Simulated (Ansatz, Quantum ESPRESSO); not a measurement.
## YNb (Pm-3m): from the cell to the phonon bands

How does YNb (Pm-3m) vibrate, and is this structure a minimum?

Calculated with Quantum ESPRESSO 7.5; DFT LDA, scalar-relativistic, plane waves, GBRV ultrasoft pseudopotentials.

This is a report of a sequence of runs, with most program output left out.

The structure was built from a prototype and need not be the compound's stable phase.

### 1. Starting point

Symmetry: Pm-3m, No. 221, cubic system. The conventional cell has a = 3.646 Å, b = 3.646 Å, c = 3.646 Å, α = 90.00°, β = 90.00°, γ = 90.00°. Nearest to Nb lie 8 Y at 3.16 Å. Nearest to Y lie 8 Nb at 3.16 Å. Farther neighbours are not listed.

### 2. A probe with smearing

Before anything dear is run, a loose run with smearing shows whether this is a metal and how far the cell is from rest.

Contents of probe.in:

```
&control
   calculation = 'scf'
   prefix = 'x'
   outdir = './tmp'
   pseudo_dir = './pseudo'
   tprnfor = .true.
   tstress = .true.
   verbosity = 'high'
/
&system
   ibrav = 0
   nat = 2
   ntyp = 2
   ecutwfc = 40.0
   ecutrho = 240.0
   occupations = 'smearing'
   smearing = 'gaussian'
   degauss = 0.01
/
&electrons
   conv_thr = 1.0d-07
   mixing_beta = 0.7
   electron_maxstep = 100
/
ATOMIC_SPECIES
 Nb     92.9064  Nb.upf
 Y      88.9058  Y.upf
CELL_PARAMETERS angstrom
     3.645562880    0.000000000    0.000000000
     0.000000000    3.645562880    0.000000000
     0.000000000    0.000000000    3.645562880
ATOMIC_POSITIONS crystal
 Nb     0.000000000   0.000000000   0.000000000
 Y      0.500000000   0.500000000   0.500000000
K_POINTS automatic
 6 6 6 0 0 0
```

On the command line:

```
$ OMP_NUM_THREADS=1 mpirun -n 4 pw.x -nk 4 -in probe.in > probe.out
```

Run time: 3.2 s. Hardware: 4 MPI ranks of Intel Xeon Platinum 8488C (Sapphire Rapids), shared host.

This step gave:

```
volume per atom   : 24.22 Å³
pressure          : -7.899 GPa
gap on the k-mesh : 0 eV
```

No gap opens on this mesh, so smearing is kept; the start stands at -7.9 GPa.

### 3. Relaxation

The relaxation runs at a cutoff a fifth above that of the response, since stress converges more slowly with the basis than frequencies do. Forces and stress are brought to rest with tight thresholds.

Contents of relax.in:

```
&control
   calculation = 'vc-relax'
   prefix = 'x'
   outdir = './tmp'
   pseudo_dir = './pseudo'
   tprnfor = .true.
   tstress = .true.
   forc_conv_thr = 2.0d-05
   etot_conv_thr = 1.0d-07
   nstep = 40
/
&system
   ibrav = 0
   nat = 2
   ntyp = 2
   ecutwfc = 48
   ecutrho = 288.0
   occupations = 'smearing'
   smearing = 'gaussian'
   degauss = 0.02
/
&electrons
   conv_thr = 1.0d-11
   mixing_beta = 0.7
   electron_maxstep = 100
/
&ions
/
&cell
   press_conv_thr = 0.2
/
ATOMIC_SPECIES
 Nb     92.9064  Nb.upf
 Y      88.9058  Y.upf
CELL_PARAMETERS angstrom
     3.645562880    0.000000000    0.000000000
     0.000000000    3.645562880    0.000000000
     0.000000000    0.000000000    3.645562880
ATOMIC_POSITIONS crystal
 Nb     0.000000000   0.000000000   0.000000000
 Y      0.500000000   0.500000000   0.500000000
K_POINTS automatic
 10 10 10 0 0 0
```

On the command line:

```
$ OMP_NUM_THREADS=1 mpirun -n 4 pw.x -nk 4 -in relax.in > relax.out
```

The job ended after 40 s (4 MPI ranks).

Relaxation path:

```
step  energy less that of the first step (eV)  largest force (eV/Å)  pressure (GPa)  volume (Å³)
   1                                   0.0000                0.0000           -7.88        48.45
   2                                  -0.0794                0.0000           -5.33        46.53
   3                                  -0.1332                0.0000           -0.69        43.74
   4                                  -0.1340                0.0000            0.06        43.36
   5                                  -0.1340                0.0000            0.00        43.39
   6                                  -0.1340                0.0000            0.00        43.39
   7                                  -0.1312                0.0000           -0.06        43.39
```

```
conventional cell, symmetrised  before  after   change
                         a (Å)   3.646  3.514   -3.6 %
                         b (Å)   3.646  3.514   -3.6 %
                         c (Å)   3.646  3.514   -3.6 %
              volume (Å³/atom)   24.22  21.69  -10.5 %
```

The relaxed structure:

```cif
data_structure
_symmetry_space_group_name_H-M 'P 1'
_symmetry_Int_Tables_number 1
_cell_length_a 3.5138
_cell_length_b 3.5138
_cell_length_c 3.5138
_cell_angle_alpha 90.000
_cell_angle_beta 90.000
_cell_angle_gamma 90.000
_cell_volume 43.39
loop_
_atom_site_label
_atom_site_type_symbol
_atom_site_fract_x
_atom_site_fract_y
_atom_site_fract_z
_atom_site_occupancy
Nb1 Nb 0.00000 0.00000 0.00000 1
Y2 Y 0.50000 0.50000 0.50000 1
```

The last row of the table of steps is pw.x's closing run on a basis chosen anew for the final cell, so its energy can jump.

This step gave:

```yaml
volume_per_atom: 21.69 Å³
pressure: -0.05600 GPa
```

The volume changes by -10.5 % from the cell with which this run began.

### 4. Ground state

Perturbation theory inherits every error of the wavefunctions, so the threshold is set near the limit of the arithmetic. Smearing stays on, as the first look found no gap above 0.3 eV.

Contents of scf.in:

```
&control
   calculation = 'scf'
   prefix = 'x'
   outdir = './tmp'
   pseudo_dir = './pseudo'
   tprnfor = .true.
   tstress = .true.
/
&system
   ibrav = 0
   nat = 2
   ntyp = 2
   ecutwfc = 40.0
   ecutrho = 240.0
   occupations = 'smearing'
   smearing = 'gaussian'
   degauss = 0.02
/
&electrons
   conv_thr = 1.0d-12
   mixing_beta = 0.7
   electron_maxstep = 100
/
ATOMIC_SPECIES
 Nb     92.9064  Nb.upf
 Y      88.9058  Y.upf
CELL_PARAMETERS angstrom
     3.513828339    0.000000000    0.000000000
     0.000000000    3.513828339    0.000000000
     0.000000000    0.000000000    3.513828339
ATOMIC_POSITIONS crystal
 Nb     0.000000000   0.000000000   0.000000000
 Y      0.500000000   0.500000000   0.500000000
K_POINTS automatic
 10 10 10 0 0 0
```

On the command line:

```
$ OMP_NUM_THREADS=1 mpirun -n 4 pw.x -nk 4 -in scf.in > scf.out
```

Run time: 7.8 s. Hardware: 4 MPI ranks; 30 s of CPU time.

This step gave:

* pressure: -0.04600 GPa

The cell stands at -0.046 GPa, close enough for phonons.

### 5. Linear response on the mesh

Linear response treats each wavevector in the unit cell, with no supercell; the 2×2×2 mesh fixes the range of the force constants to be had.

Contents of ph.in:

```
phonons
&inputph
   prefix = 'x'
   outdir = './tmp'
   fildyn = 'x.dyn'
   tr2_ph = 1.0d-18
   alpha_mix(1) = 0.4
   nmix_ph = 8
   ldisp = .true.
   nq1 = 2
   nq2 = 2
   nq3 = 2
/
```

On the command line:

```
$ OMP_NUM_THREADS=1 mpirun -n 4 ph.x -nk 4 -in ph.in > ph.out
```

The job ended after 8.1 min (4 MPI ranks; 32 min of CPU time).

Read from the output:

| Quantity | Value |
| --- | --- |
| largest acoustic frequency at the zone centre before the sum rule | -5.21 cm⁻¹ |
| highest optical zone-centre mode (no LO-TO term) | 185.2 cm⁻¹ |
| lowest optical zone-centre mode | 185.2 cm⁻¹ |
| lowest mode on the q mesh (acoustic ones at the zone centre apart) | -120.8 cm⁻¹ |

Frequencies (cm⁻¹) at each irreducible wavevector; negative means imaginary. Frequencies by wavevector:

```
 q (fractions)  star  mode 1  mode 2  mode 3  mode 4  mode 5  mode 6
         0 0 0     1   -5.21   -5.21   -5.21   185.2   185.2   185.2
      0 0 -0.5     3   -74.1   103.3   103.3   114.6   114.6   164.3
   0 -0.5 -0.5     3  -120.8  -120.8   96.48   122.5   162.7   162.7
-0.5 -0.5 -0.5     1  -114.9  -114.9  -114.9   136.3   136.3   136.3
```

The acoustic modes at Γ come out as far as 5.2 cm⁻¹ from zero, where they should vanish, a small numerical error.

### 6. Fourier transform to real space

The dynamical matrices of the mesh are Fourier-transformed to force constants in real space.

Contents of q2r.in:

```
&input
   fildyn = 'x.dyn'
   zasr = 'crystal'
   flfrc = 'x.fc'
/
```

On the command line:

```
$ q2r.x < q2r.in > q2r.out
```

Wall time 0.63 s (1 thread).

### 7. Dispersion

From the force constants any wavevector is cheap; points of the mesh come back as solved, but for the sum rule and, in polar crystals, the LO-TO term at Γ; the rest is interpolation.

Contents of matdyn.in:

```
&input
   asr = 'crystal'
   flfrc = 'x.fc'
   flfrq = 'x.freq'
   flvec = 'x.modes'
   q_in_band_form = .true.
   q_in_cryst_coord = .true.
/
8
  0.0000000   0.0000000   0.0000000  12  ! GAMMA
  0.0000000   0.5000000   0.0000000  12  ! X
  0.5000000   0.5000000   0.0000000  12  ! M
  0.0000000   0.0000000   0.0000000  12  ! GAMMA
  0.5000000   0.5000000   0.5000000  12  ! R
  0.0000000   0.5000000   0.0000000   1  ! X
  0.5000000   0.5000000   0.5000000  12  ! R
  0.5000000   0.5000000   0.0000000   1  ! M
```

On the command line:

```
$ matdyn.x -in matdyn.in > matdyn.out
```

Elapsed: 0.6 s, on 1 thread.

Read from the output:

| Item | Value |
| --- | --- |
| lowest frequency on the path | -120.8 cm⁻¹ |

Matdyn.x, sum rule crystal. Phonon branches along the path, in cm⁻¹:

```
    point  branch 1  branch 2  branch 3  branch 4  branch 5  branch 6
        Γ         0         0         0       185       185       185
  halfway       -27        49        49       163       163       169
        X       -74       103       103       115       115       164
  halfway      -103       -51       106       113       143       165
        M      -121      -121        96       122       163       163
  halfway       -73        47        69       144       148       168
        Γ         0         0         0       185       185       185
  halfway       -57       -57        36       135       151       151
        R      -115      -115      -115       136       136       136
  halfway      -112       -47        18       127       135       160
        X       -74       103       103       115       115       164
jump to R      -115      -115      -115       136       136       136
  halfway      -118      -118        30       118       151       151
        M      -121      -121        96       122       163       163
```

Lowest modes at the softest wavevector of the mesh; phase exp(i q.(R + tau)). Modes at q = (0.500, 0.500, 0.000), with each element's share of the kinetic energy (negative means imaginary):

```
mode  frequency (cm⁻¹)  Nb %  Y %
   1            -120.8    92    8
   2            -120.8    92    8
   3              96.5     0  100
   4             122.5   100    0
   5             162.7     8   92
   6             162.7     8   92
```

Displacements in mode 1 (-120.8 cm⁻¹), the largest set to 1, in the home cell:
```
Nb1 0.00 1.00 0.00
Y2  0.31 0.00 0.00
```

Displacements in mode 6 (162.7 cm⁻¹), the largest set to 1, in the home cell:
```
Nb1  0.29  0.00  0.00
Y2   0.00 -1.00  0.00
```

Force constants by pair (phonopy on the run's constants); pairs near half the supercell's span include their periodic images. Pair force constants, by row:

```
atom  neighbour  distance (Å)  third of the trace (eV/Å²)  along the pair's line (eV/Å²)
 Nb1     itself             0                      0.5123                              –
 Nb1          Y         3.043                     -0.7161                         -1.661
 Nb1         Nb         3.514                       1.611                          4.022
 Nb1         Nb         4.969                      0.0323                        -0.2536
 Nb1         Nb         6.086                      0.2871                         0.2871
  Y2     itself             0                        5.92                              –
  Y2         Nb         3.043                     -0.7161                         -1.661
  Y2          Y         3.514                     -0.0742                          -1.58
  Y2          Y         4.969                     -0.0054                        -0.0072
  Y2          Y         6.086                       0.048                          0.048
```

Mode patterns, pair constants, displacements and means over the zone were worked out by phonopy from the force constants of q2r.x.

The path dips to 121i cm⁻¹.

### 8. Sums over the zone

Sums over the zone need many more wavevectors than were solved, so the interpolation is sampled on a dense mesh.

Contents of matdyn.in:

```
&input
   asr = 'crystal'
   flfrc = 'x.fc'
   dos = .true.
   fldos = 'x.dos'
   nk1 = 13
   nk2 = 13
   nk3 = 13
   deltaE = 0.3
/
```

On the command line:

```
$ matdyn.x -in matdyn.in > matdyn.out
```

Elapsed: 5.9 s, on 1 thread.

Read from the output:

| Property | Result |
| --- | --- |
| share of modes beyond 3i cm⁻¹ on the dense interpolated mesh | 0.2813 |

The phonon density of states has structure finer than the step of the table below, so its rows give means over 10 cm⁻¹, whole bins alone (the curve runs from -120 to 185 cm⁻¹). Peaks (cm⁻¹: height): total -114.1: 0.0451, 71.3: 0.0308, 145.1: 0.0665, 164.9: 0.141; Nb -114.1: 0.0428, 71.3: 0.0239, 118.1: 0.0147, 164.9: 0.0181; Y 100.1: 0.0173, 145.1: 0.0581, 164.9: 0.123.

Tetrahedra. The phonon density of states by wavenumber; means over each step; values in 1/cm⁻¹/cell:

```
wavenumber (cm⁻¹)    total       Nb        Y
             -110   0.0318   0.0297  0.00209
             -100   0.0258   0.0239  0.00196
              -90   0.0209   0.0191  0.00183
              -80   0.0197   0.0178  0.00186
              -70   0.0147   0.0130  0.00164
              -60   0.0106  0.00899  0.00158
              -50  0.00889  0.00739  0.00150
              -40  0.00778  0.00636  0.00142
              -30  0.00665  0.00545  0.00121
              -20  0.00533  0.00450   8.3e-4
              -10  0.00437  0.00373   6.4e-4
                0  0.00431  0.00363   6.7e-4
               10  0.00462  0.00379   8.2e-4
               20  0.00598  0.00465  0.00132
               30  0.00800  0.00601  0.00199
               40   0.0105  0.00785  0.00265
               50   0.0119  0.00890  0.00299
               60   0.0138   0.0105  0.00332
               70   0.0239   0.0184  0.00553
               80   0.0172   0.0125  0.00473
               90   0.0164   0.0109  0.00549
              100   0.0154  0.00592  0.00946
              110  0.00731  0.00255  0.00476
              120   0.0341   0.0110   0.0232
              130   0.0408  0.00631   0.0345
              140   0.0540  0.00672   0.0473
              150   0.0531  0.00765   0.0454
              160   0.0660   0.0101   0.0559
              170   0.0366  0.00878   0.0278
```

### 9. Zone-centre analysis

A rigid shift of the crystal must cost nothing, but grids and finite bases break this; the acoustic sum rule is imposed before the matrix is diagonalised again.

Contents of dynmat.in:

```
&input
   fildyn = 'x.dyn1'
   asr = 'simple'
   fileig = 'dynmat.eig'
/
```

On the command line:

```
$ dynmat.x -in dynmat.in > dynmat.out
```

Wall time 0.59 s (1 thread).

Numbers from this step:

```yaml
highest_optical_zone_centre_mode_no_lo_to_term: 185.3 cm⁻¹
lowest_optical_zone_centre_mode: 185.3 cm⁻¹
```

Unit eigenvectors of the mass-weighted matrix after the sum rule; no LO-TO term. Modes at Γ, with each element's share of the kinetic energy:

```
mode  frequency (cm⁻¹)  symmetry  Nb %  Y %
   1               0.0  acoustic    51   49
   2               0.0  acoustic    51   49
   3               0.0  acoustic    51   49
   4             185.3       T1u    49   51
   5             185.3       T1u    49   51
   6             185.3       T1u    49   51
```

Displacements in mode 6 (185.3 cm⁻¹), the largest set to 1:
```
Nb1  0.00  0.00 -0.96
Y2   0.00  0.00  1.00
```

The rule moves no optical mode by more than 0.1 cm⁻¹.

### 10. Sum rules set otherwise (asr crystal)

The rule can be imposed in more than one way; the choices should agree where the raw error is small.

Contents of dynmat.in:

```
&input
   fildyn = 'x.dyn1'
   asr = 'crystal'
   fileig = 'dynmat.eig'
/
```

On the command line:

```
$ dynmat.x -in dynmat.in > dynmat.out
```

The job ended after 0.58 s (1 thread).

Read from the output:

```
highest optical zone-centre mode (no LO-TO term) : 185.2 cm⁻¹
lowest optical zone-centre mode                  : 185.2 cm⁻¹
```

Zone-centre frequencies as printed; negative means imaginary. Modes:

```
mode  frequency (cm⁻¹)
   1                 0
   2                 0
   3                 0
   4             185.2
   5             185.2
   6             185.2
```

Against the first rule no mode moves by more than 0.1 cm⁻¹.

### 11. Sum rules set otherwise: a sum rule for molecules or wires on a crystal

This rule also removes rotations, which suits molecules and not a crystal; it is tried to see the harm.

Contents of dynmat.in:

```
&input
   fildyn = 'x.dyn1'
   asr = 'zero-dim'
   fileig = 'dynmat.eig'
/
```

On the command line:

```
$ dynmat.x -in dynmat.in > dynmat.out
```

The job ended after 0.57 s (1 thread).

The run ended normally, but on settings that are not sound.

The fault: a sum rule for molecules or wires on a crystal; 2 optical modes are projected out to zero frequency, as if they were rotations.

For a crystal the rule has to be 'simple' or 'crystal'.

Zone-centre frequencies as printed; negative means imaginary. Modes:

```
mode  frequency (cm⁻¹)
   1                 0
   2                 0
   3                 0
   4                 0
   5                 0
   6             185.2
```

(Part 1 of 2 ends here.)

[Host names and launcher messages were left out of these logs when they were recorded.]

[Logs are printed without paths, hosts, clocks, repeated set-up lines and the standing remarks that a program may print on its own settings, such as how far it seeks lower states.]

[Hosts, paths, dates, database ids (printed as entryN), source tags and the programs' standing remarks are cut or masked in the printed files.]
